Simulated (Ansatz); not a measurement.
# Si(111) with Cl on 50 % of the top atoms and H on the rest: bands and core levels

Aim: core-level components, unfolded bands and work function of Si(111) with Cl on 50 % of the top atoms and H on the rest.

Calculated with Ansatz 0.2.0; DFT, PBE, plane-wave PAW, default files, scalar-relativistic.

Most raw output is cut from this account.

### 1. Starting point

The cell holds 32 atoms: 2 Cl, 6 H and 24 Si. Its edges and angles: a = 7.679 Å, b = 7.679 Å, c = 24.594 Å, α = 90.0°, β = 90.0°, γ = 60.0°. It derives from Si. How the cell was made: terminated face; group: Cl; share of top atoms: 0.5; rest: H; oxygen in back bonds: 0; lower face: H. Regions: ad, 4 atoms (2 Cl and 2 H); L1, 4 atoms (4 Si); L2, 4 atoms (4 Si); L3, 4 atoms (4 Si); mid, 4 atoms (4 Si); rest, 12 atoms (8 Si and 4 H). Vacuum lies along c.

### 2. Relaxation

Levels and vacuum steps follow bond lengths, so the atoms are relaxed first. 12 atoms are held to stand for the bulk. A dipole correction cancels the field between unlike faces.

Contents of input.yaml:

```yaml
crystal:
  lattice:
    - [7.6791796437, 0.0, 0.0]
    - [3.8395898218, 6.6503646517, 0.0]
    - [0.0, 0.0, 24.5937769138]
  atoms:
    - { symbol: Cl, position: [0.0, 0.0, 0.715375153] }
    - { symbol: Cl, position: [0.5, 0.0, 0.715375153] }
    - { symbol: H, position: [0.0, 0.5, 0.686506061] }
    - { symbol: H, position: [0.5, 0.5, 0.686506061] }
    - { symbol: Si, position: [0.0, 0.0, 0.630800912] }
    - { symbol: Si, position: [0.5, 0.0, 0.630800912] }
    - { symbol: Si, position: [0.0, 0.5, 0.630800912] }
    - { symbol: Si, position: [0.5, 0.5, 0.630800912] }
[... 20 atom lines left out ...]
    - { symbol: H, position: [0.0, 0.0, 0.284624847] }
    - { symbol: H, position: [0.5, 0.0, 0.284624847] }
    - { symbol: H, position: [0.0, 0.5, 0.284624847] }
    - { symbol: H, position: [0.5, 0.5, 0.284624847] }
kpoints:
  mp_grid: { grid: [3, 3, 1] }
scf:
  occupations: { method: fermi_dirac, width: 0.02 }
  n_extra_bands: 23
hamiltonian:
  xc: pbe
  pseudopotentials: { kind: paw }
output:
  forces: true
  write_potential: true
  volumetric_format: []
efield:
  axis: 3
  dipole_correction: true
relax:
  f_tol: 0.03
  max_steps: 70
  constraints: [{ sites: [20, 21, 22, 23, 24, 25, 26, 27, 28, 29, 30, 31] }]
```

Launch:

```
$ ansatz run input.yaml --threads 4 --pin off --max-ram 11264MiB --backend cpu --events-out ev --progress --plain --runs-dir out
```

Elapsed: 39 s, on 4 threads of Arm Neoverse V2, shared host; peak memory 2.2 GiB.

Step by step:

```
step  energy less that of the first step (eV)  largest force component (eV/Å)
   1                                   0.0000                          2.8382
   2                                  -0.2917                          1.0817
   3                                  -0.3487                          0.0957
   4                                  -0.3498                          0.0159
```

Forces are held to the 4 operations that the run works with; a distortion that breaks them can't arise in this run.

The atoms that moved most (Å):

```
atom     dx      dy     dz  length
  H4  0.000   0.004  0.180   0.180
  H3  0.000   0.004  0.180   0.180
 Si7  0.000  -0.004  0.051   0.051
 Si8  0.000  -0.004  0.051   0.051
Si10  0.000   0.011  0.043   0.044
 Si9  0.000   0.011  0.043   0.044
Si12  0.000  -0.013  0.036   0.038
Si11  0.000  -0.013  0.036   0.038
```

Final coordinates:

```cif
data_structure
_symmetry_space_group_name_H-M 'P 1'
_symmetry_Int_Tables_number 1
_cell_length_a 7.6792
_cell_length_b 7.6792
_cell_length_c 24.5938
_cell_angle_alpha 90.000
_cell_angle_beta 90.000
_cell_angle_gamma 60.000
_cell_volume 1255.99
loop_
_atom_site_label
_atom_site_type_symbol
_atom_site_fract_x
_atom_site_fract_y
_atom_site_fract_z
_atom_site_occupancy
Cl1 Cl 0.00019 0.99961 0.71619 1
Cl2 Cl 0.50019 0.99961 0.71619 1
H3 H 0.99973 0.50054 0.69384 1
H4 H 0.49973 0.50054 0.69384 1
Si5 Si 0.99982 0.00036 0.63116 1
Si6 Si 0.49982 0.00036 0.63116 1
Si7 Si 0.00030 0.49941 0.63289 1
Si8 Si 0.50030 0.49941 0.63289 1
Si9 Si 0.83249 0.33501 0.60066 1
Si10 Si 0.33249 0.33501 0.60066 1
Si11 Si 0.83428 0.83144 0.60038 1
Si12 Si 0.33428 0.83144 0.60038 1
Si13 Si 0.83336 0.33327 0.50450 1
Si14 Si 0.33336 0.33327 0.50450 1
Si15 Si 0.83324 0.83352 0.50419 1
Si16 Si 0.33324 0.83352 0.50419 1
Si17 Si 0.16652 0.16695 0.47189 1
Si18 Si 0.66652 0.16695 0.47189 1
Si19 Si 0.16674 0.66651 0.47180 1
Si20 Si 0.66674 0.66651 0.47180 1
Si21 Si 0.16667 0.16667 0.37586 1
Si22 Si 0.66667 0.16667 0.37586 1
Si23 Si 0.16667 0.66667 0.37586 1
Si24 Si 0.66667 0.66667 0.37586 1
Si25 Si 0.00000 0.00000 0.34399 1
Si26 Si 0.50000 0.00000 0.34399 1
Si27 Si 0.00000 0.50000 0.34399 1
Si28 Si 0.50000 0.50000 0.34399 1
H29 H 0.00000 0.00000 0.28462 1
H30 H 0.50000 0.00000 0.28462 1
H31 H 0.00000 0.50000 0.28462 1
H32 H 0.50000 0.50000 0.28462 1
```

This step gave:

```
free energy                                                         : -17515.7384 eV
Fermi energy                                                        : 0.1719 eV
symmetry operations                                                 : 4
gap on the k-mesh                                                   : 1.080 eV
ionisation potential, upper face                                    : 5.477 eV
upper vacuum level less the lowest empty level (Kohn–Sham affinity) : 4.397 eV
ionisation potential, lower face                                    : 4.650 eV
```

The relaxation ends 11 meV an atom lower, with a largest force component of 0.016 eV/Å on the free atoms.

### 3. Bands by layer

The main run: bands along the zone's path, each state's share in the top and middle regions, the DOS and the planar potential. The cell holds 4 small cells, so the bands are unfolded.

Contents of input.yaml:

```yaml
crystal:
  lattice:
    - [7.6791796437, 0.0, 0.0]
    - [3.8395898218, 6.6503646517, 0.0]
    - [0.0, 0.0, 24.5937769138]
  atoms:
    - { symbol: Cl, position: [0.0001948421, -0.0003896841, 0.7161871883] }
    - { symbol: Cl, position: [0.5001948421, -0.0003896841, 0.7161871883] }
    - { symbol: H, position: [-0.0002716043, 0.5005432087, 0.6938437077] }
    - { symbol: H, position: [0.4997283957, 0.5005432087, 0.6938437077] }
    - { symbol: Si, position: [-0.0001787169, 0.0003574339, 0.6311584999] }
    - { symbol: Si, position: [0.4998212831, 0.0003574339, 0.6311584999] }
    - { symbol: Si, position: [0.0002968345, 0.4994063311, 0.6328856222] }
    - { symbol: Si, position: [0.5002968345, 0.4994063311, 0.6328856222] }
[... 20 atom lines left out ...]
    - { symbol: H, position: [0.0, 0.0, 0.284624847] }
    - { symbol: H, position: [0.5, 0.0, 0.284624847] }
    - { symbol: H, position: [0.0, 0.5, 0.284624847] }
    - { symbol: H, position: [0.5, 0.5, 0.284624847] }
kpoints:
  mp_grid: { grid: [3, 3, 1] }
scf:
  occupations: { method: fermi_dirac, width: 0.02 }
  n_extra_bands: 36
hamiltonian:
  xc: pbe
  pseudopotentials: { kind: paw }
output:
  forces: true
  write_potential: true
  volumetric_format: []
  dos:
    projected:
      site_lists:
        adsorbate: [0, 1, 2, 3]
        layer_1: [4, 5, 6, 7]
        layer_2: [8, 9, 10, 11]
        layer_3: [12, 13, 14, 15]
        middle: [16, 17, 18, 19]
        other_layers: [20, 21, 22, 23, 24, 25, 26, 27, 28, 29, 30, 31]
    de: 0.05
    e_range: [-30, 12]
    method: { smearing: { sigma: 0.12, scheme: gaussian } }
  eigenstates:
    kpoints:
      - [0.33333333, -0.33333333, 0.0]
      - [0.25, -0.375, 0.0]
      - [0.16666667, -0.41666667, 0.0]
      - [0.08333333, -0.45833333, 0.0]
      - [0.0, 0.5, 0.0]
      - [-0.08333333, 0.45833333, 0.0]
      # [... 29 more points ...]
      - [0.25, 0.5, 0.0]
      - [0.29166667, -0.41666667, 0.0]
    e_range: [-8.0, 6.0]
    unfold:
      supercell_matrix: [[2, 0, 0], [0, 2, 0], [0, 0, 1]]
      layers:
        axis: 3
        edges: [0.121982, 0.385165, 0.400991, 0.599821, 0.616772, 0.878827]
efield:
  axis: 3
  dipole_correction: true
```

Wall time 3.6 min (4 threads); peak memory 4.7 GiB; 14 min of CPU time.

This step gave:

```yaml
fermi_energy: 0.1716 eV
zero_of_energy: valence-band maximum
share_of_occupied_states_in_no_projected_shell: 0.0113 of the occupied states in the window
ionisation_potential_upper_face: 5.476 eV
```

A(k,E), total over k along the path and E. Zero: valence-band maximum.

Ten even steps from '0' (0.0 eV⁻¹) to '9' (7.4 eV⁻¹), each cell a mean:
```
323444345621112463222111111333
222366762353224664333322213432
001124556659998532211122332200
012110134455555432211111124210
432333334454234432232000132234
111100000002331122223444332111
000000000000000001221122210000
000000000000000000001111000000
000000000000100000000000000000
000000000135653210000000000000
000000013355565322210000000000
000112244544235544333222210000
222112333320001223233334332222
223344333200000132222322333322
333343232101111123222211233333
334323322222222222332233334433
544332221000000002222222223445
111001100000000000111111100011
000011011111111111001000000000
001111100000000000111100000000
222211111111111111111222333332
111121000000000000011111111111
```
Columns: k along the path (Å⁻¹) from 0 to 2.58; rows upwards: E (eV) from -7.16 to 5.01.

A(k,E), top over k along the path and E. Zero: valence-band maximum.

Values in eV⁻¹, 12 rows by 16 columns, each cell a mean:
```
0.54 0.53 0.77 0.78 0.63 0.73 0.52 0.58 0.82 0.47 0.45 0.36 0.31 0.25 0.62 0.58
0.12 0.26 0.36 0.51 0.68 0.77 1.00 0.94 0.51 0.39 0.27 0.32 0.36 0.43 0.32 0.12
0.41 0.33 0.33 0.35 0.39 0.49 0.43 0.47 0.48 0.39 0.36 0.28 0.21 0.41 0.33 0.40
0.04 0.04 0.03 0.03 0.04 0.07 0.19 0.13 0.09 0.17 0.28 0.39 0.45 0.24 0.11 0.04
0.01 0.01 0.01 0.01 0.02 0.04 0.19 0.11 0.03 0.02 0.02 0.03 0.03 0.02 0.01 0.01
0.02 0.02 0.02 0.05 0.25 0.56 0.65 0.65 0.40 0.21 0.15 0.06 0.04 0.02 0.02 0.02
0.27 0.25 0.29 0.49 0.54 0.50 0.34 0.39 0.55 0.47 0.45 0.53 0.54 0.43 0.29 0.27
0.61 0.69 0.76 0.63 0.59 0.44 0.48 0.46 0.51 0.63 0.55 0.44 0.41 0.50 0.59 0.59
0.80 0.81 0.78 0.81 0.73 0.62 0.52 0.56 0.67 0.77 0.75 0.79 0.86 0.90 0.89 0.81
0.59 0.51 0.44 0.35 0.20 0.16 0.15 0.15 0.16 0.22 0.41 0.41 0.42 0.42 0.49 0.59
0.09 0.15 0.27 0.28 0.29 0.29 0.29 0.29 0.30 0.30 0.30 0.18 0.04 0.05 0.07 0.09
0.29 0.27 0.23 0.16 0.16 0.17 0.17 0.18 0.17 0.18 0.20 0.31 0.33 0.32 0.31 0.30
```
Columns: k along the path (Å⁻¹) from 0 to 2.58; rows upwards: E (eV) from -7.16 to 5.01.

A(k,E), middle over k along the path and E. Zero: valence-band maximum.

Ten even steps from '_' (0.02 eV⁻¹) to '@' (2.79 eV⁻¹), each cell a mean:
```
--::--++--==--==++**..______..--++::..::..........__..==--::
::::::==##%%%%**::..++::....--****++====++======::..------::
____..::--++****####**@@@@@@%%**==----....::::::--++::::____
..::--::......--==++**######**++--::--::..::::::::--**--..__
**++====++++++++++**##++--==**==----::==--..____::------++**
::::::::....________..--====::::--::::::--++++======------::
________________________..________::----::::----==::________
________________________________________..::::::____________
________________________....________________________________
__________________..--++++++==::..__________________________
______________..----++**%%##++--::::::::..__________________
______..::::--==++******--==##%%**==----------::::..________
----::....::====--==--______::----======--==========----::--
------==++++==--==--__________::::::::::==========----------
------====--::::::______________..::::::::::::::--==--------
::::::::::::::::::..............::::............::::----::::
--====--::..::::__________________::::..............::--==--
::::..____::::______________________..::________________..::
________::..____....................__..::__________________
____..::....__________________________....::________________
--==::......::::::::::::::::::::::::::......----==========--
::......::..__________________________..::................::
```
Columns: k along the path (Å⁻¹) from 0 to 2.58; rows upwards: E (eV) from -7.16 to 5.01.

A(k,E), bottom over k along the path and E. Zero: valence-band maximum.

Ten even steps from '0' (0.01 eV⁻¹) to '9' (2.47 eV⁻¹), each cell a mean:
```
322334355511001364332211001333
222345553463335764332221113422
000123444459997422111122232100
011100124443333321110111123100
321122222343234322121000121123
000000000001220012223433321100
000000000000000000111112100000
000000000000000000000000000000
000000000000100000000000000000
000000000024653110000000000000
000000002345345321110000000000
000011133432113433332211100000
001001322210000221122333321100
111124322100000021111111222111
222342131000000012111100122222
344323311111111111332111113433
443321000000000000112233333345
000000000000000000000000000000
000010011111111111001000000000
000111100000000000111100000000
111110111111111111111112222222
010011000000000000001110000000
```
Columns: k along the path (Å⁻¹) from 0 to 2.58; rows upwards: E (eV) from -7.16 to 5.01.

Peaks of A(k,E) at the labelled points: for each region the eleven nearest the zero at most, each over 6 % of that point's highest, less those above the energy where the solved bands run out; weight and spread sum the levels within three half widths or 0.3 eV, so near peaks share levels. Peaks of the spectral function, the first 40 of 132 rows:

```
point  weight on  E (eV)  A (1/eV)  weight near the peak  rms spread of levels (eV)
    K      total   -3.96     6.213                 2.083                      0.092
    K      total   -3.74     2.818                 2.197                      0.122
    K      total   -3.36     2.998                 1.484                      0.114
    K      total    -3.2     4.035                  1.37                      0.089
    K      total   -2.84     2.628                 0.651                      0.046
    K      total   -2.22     4.687                 1.624                      0.076
    K      total   -1.74     1.343                 0.336                      0.074
    K      total    2.14      3.47                 0.808                          0
    K      total    2.62     6.374                 2.141                      0.065
    K      total    3.48      0.61                 0.117                      0.039
    K      total     4.3     3.075                 0.987                      0.096
    K        top   -3.74     0.948                 0.478                      0.123
    K        top   -3.38      1.32                 0.414                      0.095
    K        top    -3.2       0.7                 0.384                      0.081
    K        top   -2.84     1.256                 0.345                      0.047
    K        top   -2.14     0.832                  0.33                      0.128
    K        top   -1.92     0.357                 0.323                      0.191
    K        top   -1.72     0.616                 0.175                      0.077
    K        top   -1.22     0.162                 0.032                          0
    K        top    2.14     0.665                 0.157                          0
    K        top     2.6     0.978                 0.326                      0.067
    K        top    3.48     0.165                 0.036                      0.052
    K     middle   -4.38      1.99                 0.807                      0.098
    K     middle   -3.94     1.286                 0.421                      0.093
    K     middle   -3.74     0.669                 0.444                       0.12
    K     middle   -3.18     1.621                 0.475                      0.077
    K     middle   -2.84      0.88                 0.206                      0.045
    K     middle   -2.22     2.694                 0.961                      0.076
    K     middle   -1.74     0.578                 0.129                      0.063
    K     middle    2.14     2.311                 0.547                          -
    K     middle     2.6     3.451                 1.153                      0.065
    K     middle    3.48     0.264                 0.048                      0.027
    K     middle     4.3     1.169                 0.378                      0.096
    K     bottom    -6.6     1.784                 0.449                      0.005
    K     bottom   -4.38      0.54                 0.142                      0.086
    K     bottom   -3.96     3.204                 0.972                      0.072
    K     bottom   -3.54      0.54                 0.236                      0.155
    K     bottom   -3.18     1.462                 0.435                      0.077
    K     bottom   -2.84     0.338                 0.061                      0.041
    K     bottom   -2.24     0.979                 0.282                      0.056
```

The DOS has structure finer than the step of the table below, so its rows give means over 0.5 eV, whole bins alone (the curve runs from -17.5 to 4.76 eV). Peaks (eV: height): total -6.54: 30.5, -3.64: 27.5, -2.74: 28.5, 4.26: 42.1; Si 3p -2.74: 20.2, -2.24: 19.4, -1.64: 21.3, 4.26: 22.7; Si 3s -9.54: 9.36, -8.94: 12.0, -8.24: 8.17, -6.54: 12.1; Cl 3p -4.34: 3.76, -3.64: 5.83, -3.34: 5.41, -2.74: 5.27; H 1s -6.54: 1.93, -5.44: 1.55, -4.04: 2.76, -3.64: 2.51.

Table of DOS by E, zero at the valence-band maximum; means over each step; values in states/eV/cell:

```
E (eV)    total    Si 3p   Si 3s    Cl 3p    H 1s    Cl 3s
 -16.5        0        0       0        0       0        0
 -16.0     1.29    0.112  0.0824   0.0118  2.6e-4     1.08
 -15.5     6.71    0.570   0.407   0.0620  8.4e-4     5.65
 -15.0  0.00223   1.8e-4  1.3e-4   2.1e-5       0  0.00189
 -14.5        0        0       0        0       0        0
 -14.0        0        0       0        0       0        0
 -13.5        0        0       0        0       0        0
 -13.0        0        0       0        0       0        0
 -12.5        0        0       0        0       0        0
 -12.0   0.0130   7.0e-4  0.0119   2.4e-5  2.6e-4   4.9e-5
 -11.5     1.68    0.215    1.42  0.00309  0.0295  0.00604
 -11.0     2.24    0.369    1.78  0.00662  0.0517   0.0120
 -10.5     7.05     1.64    5.12   0.0266   0.177   0.0406
 -10.0     5.60     1.38    3.87   0.0414   0.220   0.0471
  -9.5     10.1     2.70    7.00   0.0542   0.242   0.0515
  -9.0     11.5     3.14    7.49    0.141   0.515   0.0936
  -8.5     5.44     1.62    3.40   0.0821   0.261   0.0371
  -8.0     5.07     1.41    2.95    0.159   0.451   0.0618
  -7.5     5.72     1.96    3.00    0.223   0.424   0.0588
  -7.0     3.00     1.18    1.44    0.115   0.216   0.0241
  -6.5     16.3     7.80    6.52    0.628    1.07    0.105
  -6.0     8.00     3.84    3.14    0.413   0.477   0.0351
  -5.5     5.84     2.14    1.66    0.893   0.967   0.0791
  -5.0     2.72     1.42   0.792    0.205   0.254   0.0104
  -4.5     10.2     6.08    1.05     2.24   0.653   0.0549
  -4.0     16.1     10.7   0.918     2.16    2.12   0.0144
  -3.5     20.9     12.8    1.45     4.87    1.51  0.00741
  -3.0     17.2     12.0   0.674     3.44   0.884  0.00202
  -2.5     18.7     14.5   0.802     2.47   0.702  0.00109
  -2.0     17.3     14.8   0.688     1.35   0.293  0.00210
  -1.5     19.3     16.4   0.570     1.36   0.630  0.00407
  -1.0     9.27     8.43  0.0804    0.371   0.240  0.00127
  -0.5     3.63     3.46  7.2e-4   0.0855  1.1e-4        0
   0.0     1.12     1.06  2.4e-4   0.0190  3.3e-5        0
   0.5  0.00647  0.00600  9.3e-5   1.0e-4       0        0
   1.0     2.77     1.55   0.760   0.0202  0.0387  0.00443
   1.5     3.89     2.09    1.07   0.0716  0.0571   0.0114
   2.0     14.6     7.88    3.79    0.315   0.406   0.0505
   2.5     15.0     8.39    3.33    0.254   0.444   0.0494
   3.0     19.6     11.2    3.64    0.285   0.610   0.0578
   3.5     21.3     13.4    2.49    0.169    1.03   0.0357
   4.0     20.6     11.3    2.55    0.181   0.711   0.0357
   4.5     30.5     15.4    3.67    0.205   0.949   0.0319
```

This run's widths, added to any smearing of the DOS itself: Gaussian 0.3 eV, Lorentzian 0.05 eV plus 0.08 an eV of depth. The intensity by binding energy, zero at the valence-band maximum; values in % of the maximum within 13 eV:

```
binding energy (eV)  21.2 eV  40.8 eV  60 eV  1486.7 eV  9251.7 eV
                 -1    0.909     1.38   1.31       1.61       1.22
                  0     3.23     7.85   7.34       6.42       2.85
                  1     19.7     42.5   39.4       32.5       12.2
                  2     44.7     72.8   70.6       66.6       30.3
                  3     85.5     87.7   89.5       87.4       38.9
                  4     70.9     77.8   74.6       75.4       40.6
                  5     21.4     27.6   25.4       35.0       30.0
                  6     20.5     37.4   32.4       60.0       64.0
                  7     13.6     30.7   25.8       54.7       62.7
                  8     9.69     25.5   20.9       51.8       63.5
                  9     9.52     34.3   27.8       77.6       98.5
                 10     6.39     26.2   21.2       62.4       80.3
                 11     2.81     13.9   11.3       35.3       46.2
                 12        -     4.92   4.18       12.7       16.7
                 13        -     3.00   2.81       7.97       10.7
                 14        -     4.05   4.18       11.8       16.5
                 15        -     12.1   13.1       37.6       53.6
                 16        -     16.9   18.5       53.0       75.7
                 17        -     4.54   4.90       13.9       19.8
```

(Part 1 of 3 ends here.)

[Logs are printed without paths, hosts, clocks, repeated set-up lines and the standing remarks that a program may print on its own settings, such as how far it seeks lower states.]

[Hosts, paths, dates, database ids (printed as entryN), source tags and the programs' standing remarks are cut or masked in the printed files.]

[Maps of the electrostatic potential energy from Ansatz leave out the sawtooth potential of an applied field or a dipole correction, so their vacuum need not be flat; work functions include it.]
